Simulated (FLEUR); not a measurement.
# Collinear magnetic orders of GdP with FLEUR, part 3 of 3

Aim: find out whether GdP carries moments, and which collinear order costs least.

FLEUR MaX-R8.1; PBEsol with U = 6 eV on Gd f; all-electron FLAPW, Dirac cores, scalar-relativistic bands.

So far, largest spin moment in the muffin-tin sphere (μB): step 2 (order 1, typed as ferro +) 7.05; step 3 (start 2: antiferro q=(0,0,1/2) +-) 7.08; step 4 (run 3 (antiferro q=(0,1/2,1/2) +-)) 7.07.

**6. Spin–orbit coupling, moments along [001]**

Level of this step: PBEsol with U = 6 eV on Gd f; all-electron FLAPW, Dirac cores, scalar-relativistic bands with spin-orbit coupling (FLEUR).

Spin–orbit coupling ties the spins to the lattice and lets orbital moments form.

A new self-consistent run of the start antiferro q=(0,0,1/2) +-, with the moments along z. Here n_mmp_mat seeds f states of whole m by Hund's three rules. The k list default-1 (kpts.xml, not shown) is a Γ-centred 8×8×4 mesh.

inp.xml

```
<?xml version="1.0" encoding="UTF-8" standalone="no"?>
<fleurInput fleurInputVersion="0.39">
   <comment>
      GdP
   </comment>
   <calculationSetup>
      <cutoffs Kmax="3.6" Gmax="10.8" GmaxXC="10.8" numbands="126"/>
      <scfLoop itmax="130" minDistance="0.0001" maxIterBroyd="15" imix="Anderson" alpha="0.05" precondParam="0.0" spinf="2.0" sdNocoIR="T"/>
      <coreElectrons ctail="T" frcor="F" kcrel="0" coretail_lmax="0"/>
      <xcFunctional name="PBEs" relativisticCorrections="F"/>
      <magnetism jspins="2"/>
      <soc l_soc="T" theta="0.0" phi="0.0" spav="F"/>
      <expertModes spex="0" secvar="F"/>
      <geometryOptimization l_f="F" forcealpha="1.0" forcemix="BFGS" epsdisp="0.00001" epsforce="0.00001"/>
      <ldaU l_linMix="F" mixParam="0.05" spinf="1.0"/>
   </calculationSetup>
   <cell>
      <bzIntegration valenceElectrons="46.0" mode="hist" fermiSmearingEnergy="0.00183747">
         <kPointListSelection listName="default-1"/>
         <xi:include xmlns:xi="http://www.w3.org/2001/XInclude" href="kpts.xml"> </xi:include>
      </bzIntegration>
      <xi:include xmlns:xi="http://www.w3.org/2001/XInclude" href="sym.xml"> </xi:include>
      <bulkLattice scale="1.0">
         <bravaisMatrix>
            <row-1>    0.0000000000000000     5.4233959069468174     5.4233959069468174</row-1>
            <row-2>    5.4233959069468174     0.0000000000000000     5.4233959069468174</row-2>
            <row-3>   10.8467918138936348    10.8467918138936348     0.0000000000000000</row-3>
         </bravaisMatrix>
      </bulkLattice>
   </cell>
   <atomSpecies>
      <species name="Gadolinium7.000" element="Gd" atomicNumber="64">
         <mtSphere radius="2.8" gridPoints="925" logIncrement="0.014"/>
         <atomicCutoffs lmax="10" lnonsphr="8"/>
         <electronConfig flipSpins="F">
            <coreConfig>(1s1/2) (2s1/2) (2p1/2) (2p3/2) (3s1/2) (3p1/2) (3p3/2) (4s1/2) (3d3/2) (3d5/2) (4p1/2) (4p3/2) (4d3/2) (4d5/2)</coreConfig>
            <valenceConfig>(5s1/2) (5p1/2) (5p3/2) (6s1/2) (4f5/2) (4f7/2) (5d3/2) (5d5/2)</valenceConfig>
            <stateOccupation state="(4f5/2)" spinUp="2.5" spinDown="0.5"/>
            <stateOccupation state="(4f7/2)" spinUp="4.0" spinDown="0.0"/>
            <stateOccupation state="(5d3/2)" spinUp="0.4" spinDown="0.0"/>
            <stateOccupation state="(5d5/2)" spinUp="0.6" spinDown="0.0"/>
         </electronConfig>
         <energyParameters s="6" p="6" d="5" f="4"/>
         <ldaU l="3" U="6.0" J="0.0" l_amf="F"/>
         <lo type="SCLO" l="0" n="5" eDeriv="0"/>
         <lo type="SCLO" l="1" n="5" eDeriv="0"/>
      </species>
      <species name="Gadolinium-7.000" element="Gd" atomicNumber="64">
         <mtSphere radius="2.8" gridPoints="925" logIncrement="0.014"/>
         <atomicCutoffs lmax="10" lnonsphr="8"/>
         <electronConfig flipSpins="F">
            <coreConfig>(1s1/2) (2s1/2) (2p1/2) (2p3/2) (3s1/2) (3p1/2) (3p3/2) (4s1/2) (3d3/2) (3d5/2) (4p1/2) (4p3/2) (4d3/2) (4d5/2)</coreConfig>
            <valenceConfig>(5s1/2) (5p1/2) (5p3/2) (6s1/2) (4f5/2) (4f7/2) (5d3/2) (5d5/2)</valenceConfig>
            <stateOccupation state="(4f5/2)" spinUp="0.5" spinDown="2.5"/>
            <stateOccupation state="(4f7/2)" spinUp="0.0" spinDown="4.0"/>
            <stateOccupation state="(5d3/2)" spinUp="0.0" spinDown="0.4"/>
            <stateOccupation state="(5d5/2)" spinUp="0.0" spinDown="0.6"/>
         </electronConfig>
         <energyParameters s="6" p="6" d="5" f="4"/>
         <ldaU l="3" U="6.0" J="0.0" l_amf="F"/>
         <lo type="SCLO" l="0" n="5" eDeriv="0"/>
         <lo type="SCLO" l="1" n="5" eDeriv="0"/>
      </species>
      <species name="Phosphorous (P)" element="P" atomicNumber="15">
         <mtSphere radius="2.09" gridPoints="691" logIncrement="0.017"/>
         <atomicCutoffs lmax="8" lnonsphr="6"/>
         <electronConfig flipSpins="F">
            <coreConfig>(1s1/2) (2s1/2) (2p1/2) (2p3/2)</coreConfig>
            <valenceConfig>(3s1/2) (3p1/2) (3p3/2)</valenceConfig>
            <stateOccupation state="(3p1/2)" spinUp="0.500000" spinDown="0.500000"/>
            <stateOccupation state="(3p3/2)" spinUp="1.000000" spinDown="1.000000"/>
         </electronConfig>
         <energyParameters s="3" p="3" d="3" f="4"/>
      </species>
   </atomSpecies>
   <atomGroups>
      <atomGroup species="Gadolinium7.000">
         <relPos label="                   1">.0000000000 .0000000000 .0000000000</relPos>
         <force calculate="T" relaxXYZ="TTT"/>
      </atomGroup>
      <atomGroup species="Gadolinium-7.000">
         <relPos label="                   2">.0000000000 .0000000000 1.000/2.000</relPos>
         <force calculate="T" relaxXYZ="TTT"/>
      </atomGroup>
      <atomGroup species="Phosphorous (P)">
         <relPos label="                   3">1.000/2.000 1.000/2.000 1.000/4.000</relPos>
         <relPos label="                   4">1.000/2.000 1.000/2.000 -1.000/4.000</relPos>
         <force calculate="T" relaxXYZ="TTT"/>
      </atomGroup>
   </atomGroups>
   <output dos="F" band="F" slice="F">
      <bandDOS minEnergy="-.5*Htr" maxEnergy="0.5*Htr" sigma="0.015" storeEVData="T"/>
      <plotting iplot="0" polar="F">
         <plot TwoD="T" vec1="  1.0  0.0  0.0" vec2="  0.0  1.0  0.0" vec3="  0.0  0.0  1.0" zero="  0.0  0.0  0.0" file="plot"/>
      </plotting>
      <moessbauerParams electricFieldGradient="F" isomerShift="F" coreHyperfine="F" valenceHyperfine="F"/>
   </output>
</fleurInput>
```

crystal.txt

```
GdP
&input film=F cartesian=F /
0.00000000000  2.86993751970  2.86993751970
2.86993751970  0.00000000000  2.86993751970
5.73987503940  5.73987503940  0.00000000000
1.8897261246
1.0 1.0 1.0

4
64 0.00000000000  0.00000000000  0.00000000000 : 7.000
64 0.00000000000  0.00000000000  0.50000000000 : -7.000
15 0.50000000000  0.50000000000  0.25000000000
15 0.50000000000  0.50000000000  0.75000000000

&soc 0.0000000 0.0000000 /
&kpt div1=8 div2=8 div3=4 gamma=T /
```

On the command line:

```sh
OMP_NUM_THREADS=1 inpgen -f crystal.txt > inpgen.log  # inp.xml is then edited as shown
OMP_NUM_THREADS=1 mpirun -n 4 fleur_MPI > fleur.log
```

What it wrote:

```text
[banner, memory and clock lines left out]
Welcome to FLEUR        (www.flapw.de)
      MaX-Release 8.1          (www.max-centre.eu)

 ========== k-point set info ==========
 Selected k-point list: default-1
 k-point list type: mesh
 8 x 8 x 4
 Number of k points: 132

 [... set-up left out ...]
 Iteration:     1   Distance:      22.27549001 me/bohr^3
 Iteration:     2   Distance:      21.36103123 me/bohr^3
 Iteration:     3   Distance:       7.72388182 me/bohr^3
 Iteration:     4   Distance:       4.00208170 me/bohr^3
 Iteration:     5   Distance:       1.48936823 me/bohr^3
 Iteration:     6   Distance:       0.32289925 me/bohr^3
 Iteration:     7   Distance:       0.31811293 me/bohr^3
 Iteration:     8   Distance:       0.07963336 me/bohr^3
 Iteration:     9   Distance:       0.08235439 me/bohr^3
 Iteration:    10   Distance:       0.00983351 me/bohr^3
 Iteration:    11   Distance:       0.01116663 me/bohr^3
 Iteration:    12   Distance:       0.00123283 me/bohr^3
 Iteration:    13   Distance:       0.00029718 me/bohr^3
 Iteration:    14   Distance:       0.00038515 me/bohr^3
 Iteration:    15   Distance:       0.00018108 me/bohr^3
 Iteration:    16   Distance:       0.00016279 me/bohr^3
 Iteration:    17   Distance:       0.00008947 me/bohr^3

 ********************************************************************
 Run finished successfully
 Stop message:
   all done
 ********************************************************************

--- out.xml (last complete iteration) ---
<iteration numberForCurrentRun="   17" overallNumber="   17">
         [... left out ...]
         <bandgap value="0.1162848449" units="eV"/>
         <sumValenceSingleParticleEnergies value="-8.7335244712" units="Htr"/>
         <FermiEnergy value="0.2766504784" units="Htr"/>
         [... left out ...]
         <magneticMomentsInMTSpheres units="muBohr">
            <globalMagMoment atomType="1" vec="0.00000   0.00000   7.07380"/>
            <globalMagMoment atomType="2" vec="0.00000   0.00000  -7.07380"/>
            <globalMagMoment atomType="3" vec="0.00000   0.00000   0.00000"/>
         </magneticMomentsInMTSpheres>
         <orbitalMomentsInMTSpheres units="muBohr">
            <globalMagMoment atomType="1" vec="-0.00012  -0.00012  -0.00289"/>
            <globalMagMoment atomType="2" vec="0.00012   0.00012   0.00289"/>
            <globalMagMoment atomType="3" vec="0.00000   0.00000   0.00000"/>
         </orbitalMomentsInMTSpheres>
         [... left out ...]
         <totalEnergy value="   -23236.7394525826" units="Htr">
            <sumOfEigenvalues value="   -14259.9107121485">
               <coreElectrons value="-14251.1771876773"/>
               <valenceElectrons value="-8.7335244712"/>
            </sumOfEigenvalues>
         [... left out ...]
            <freeEnergy value="-23236.7395685511"/>
            <extrapolationTo0K value="-23236.7395105668"/>
         </totalEnergy>
         [... left out ...]
         <ldaUDensityMatrixConvergence>
            <distance spin="1" distance="0.000001"/>
            <distance spin="2" distance="0.000001"/>
         </ldaUDensityMatrixConvergence>
         <densityConvergence units="me/bohr^3">
            <chargeDensity spin="1" distance="0.0000629668"/>
            <chargeDensity spin="2" distance="0.0000524216"/>
            <overallChargeDensity distance="0.0000894679"/>
            <spinDensity distance="0.0000736286"/>
         </densityConvergence>
      </iteration>
```

Wall time 5.2 min (4 MPI ranks of Intel Xeon 6975P-C (Granite Rapids), shared host); peak memory 1.1 GiB.

Spin moment in the muffin-tin sphere by atom:

```tsv
atom	spin moment in the muffin-tin sphere (μB)
Gd1	7.07
Gd2	-7.07
P3	0.00
P4	0.00
```

This step gave:

```yaml
free_energy: -632303.8955 eV
program_s_band_gap_on_this_mesh_in_a_metal_only_a_level_spacing: 0.1163 eV
magnetization: 0 μB
final_state: antiferromagnetic
orbital_moment_along_the_spin: 0 μB
```

Orbital moment in the sphere, along the spin axis by atom:

```tsv
atom	orbital moment in the sphere, along the spin axis (μB)
Gd1	-0.0029
Gd2	0.0029
P3	0.0000
P4	0.0000
```

**7. Summary of results**

```yaml
lowest_state_found: antiferromagnetic (typed antiferro q=(0,0,1/2) +-)
largest_site_spin_moment: 7.08 μB
next_finished_state: antiferromagnetic, 4.71 meV a seeded atom higher
orbital_moment_on_the_atom_of_largest_spin_along_its_spin_spin_orbit_run: -0.00289 μB
spin_plus_orbital_moment: Gd 7.07 μB
```

What this shows: The lowest state found is antiferromagnetic, reached from the start antiferro q=(0,0,1/2) +-, with moments up to 7.08 μB. The next finished state costs 4.7 meV a seeded atom. The shell is near half filling, where Hund's rules give no orbital moment. Only 3 starts were tried; other patterns of signs, canted and longer-period orders were not. The f shell is half filled, so the spin-only picture is fair.

[Logs and program files are shortened in this print: banners, set-up blocks, solver, clock and traceback lines can be left out without a mark of their own.]

[Logs are printed without paths, hosts, clocks, repeated set-up lines and the standing remarks that a program may print on its own settings, such as how far it seeks lower states.]

[Hosts, paths, dates, database ids (printed as entryN), source tags and the programs' standing remarks are cut or masked in the printed files.]

[Where a cell is said to come from a database of computed structures, the database is the Materials Project.]
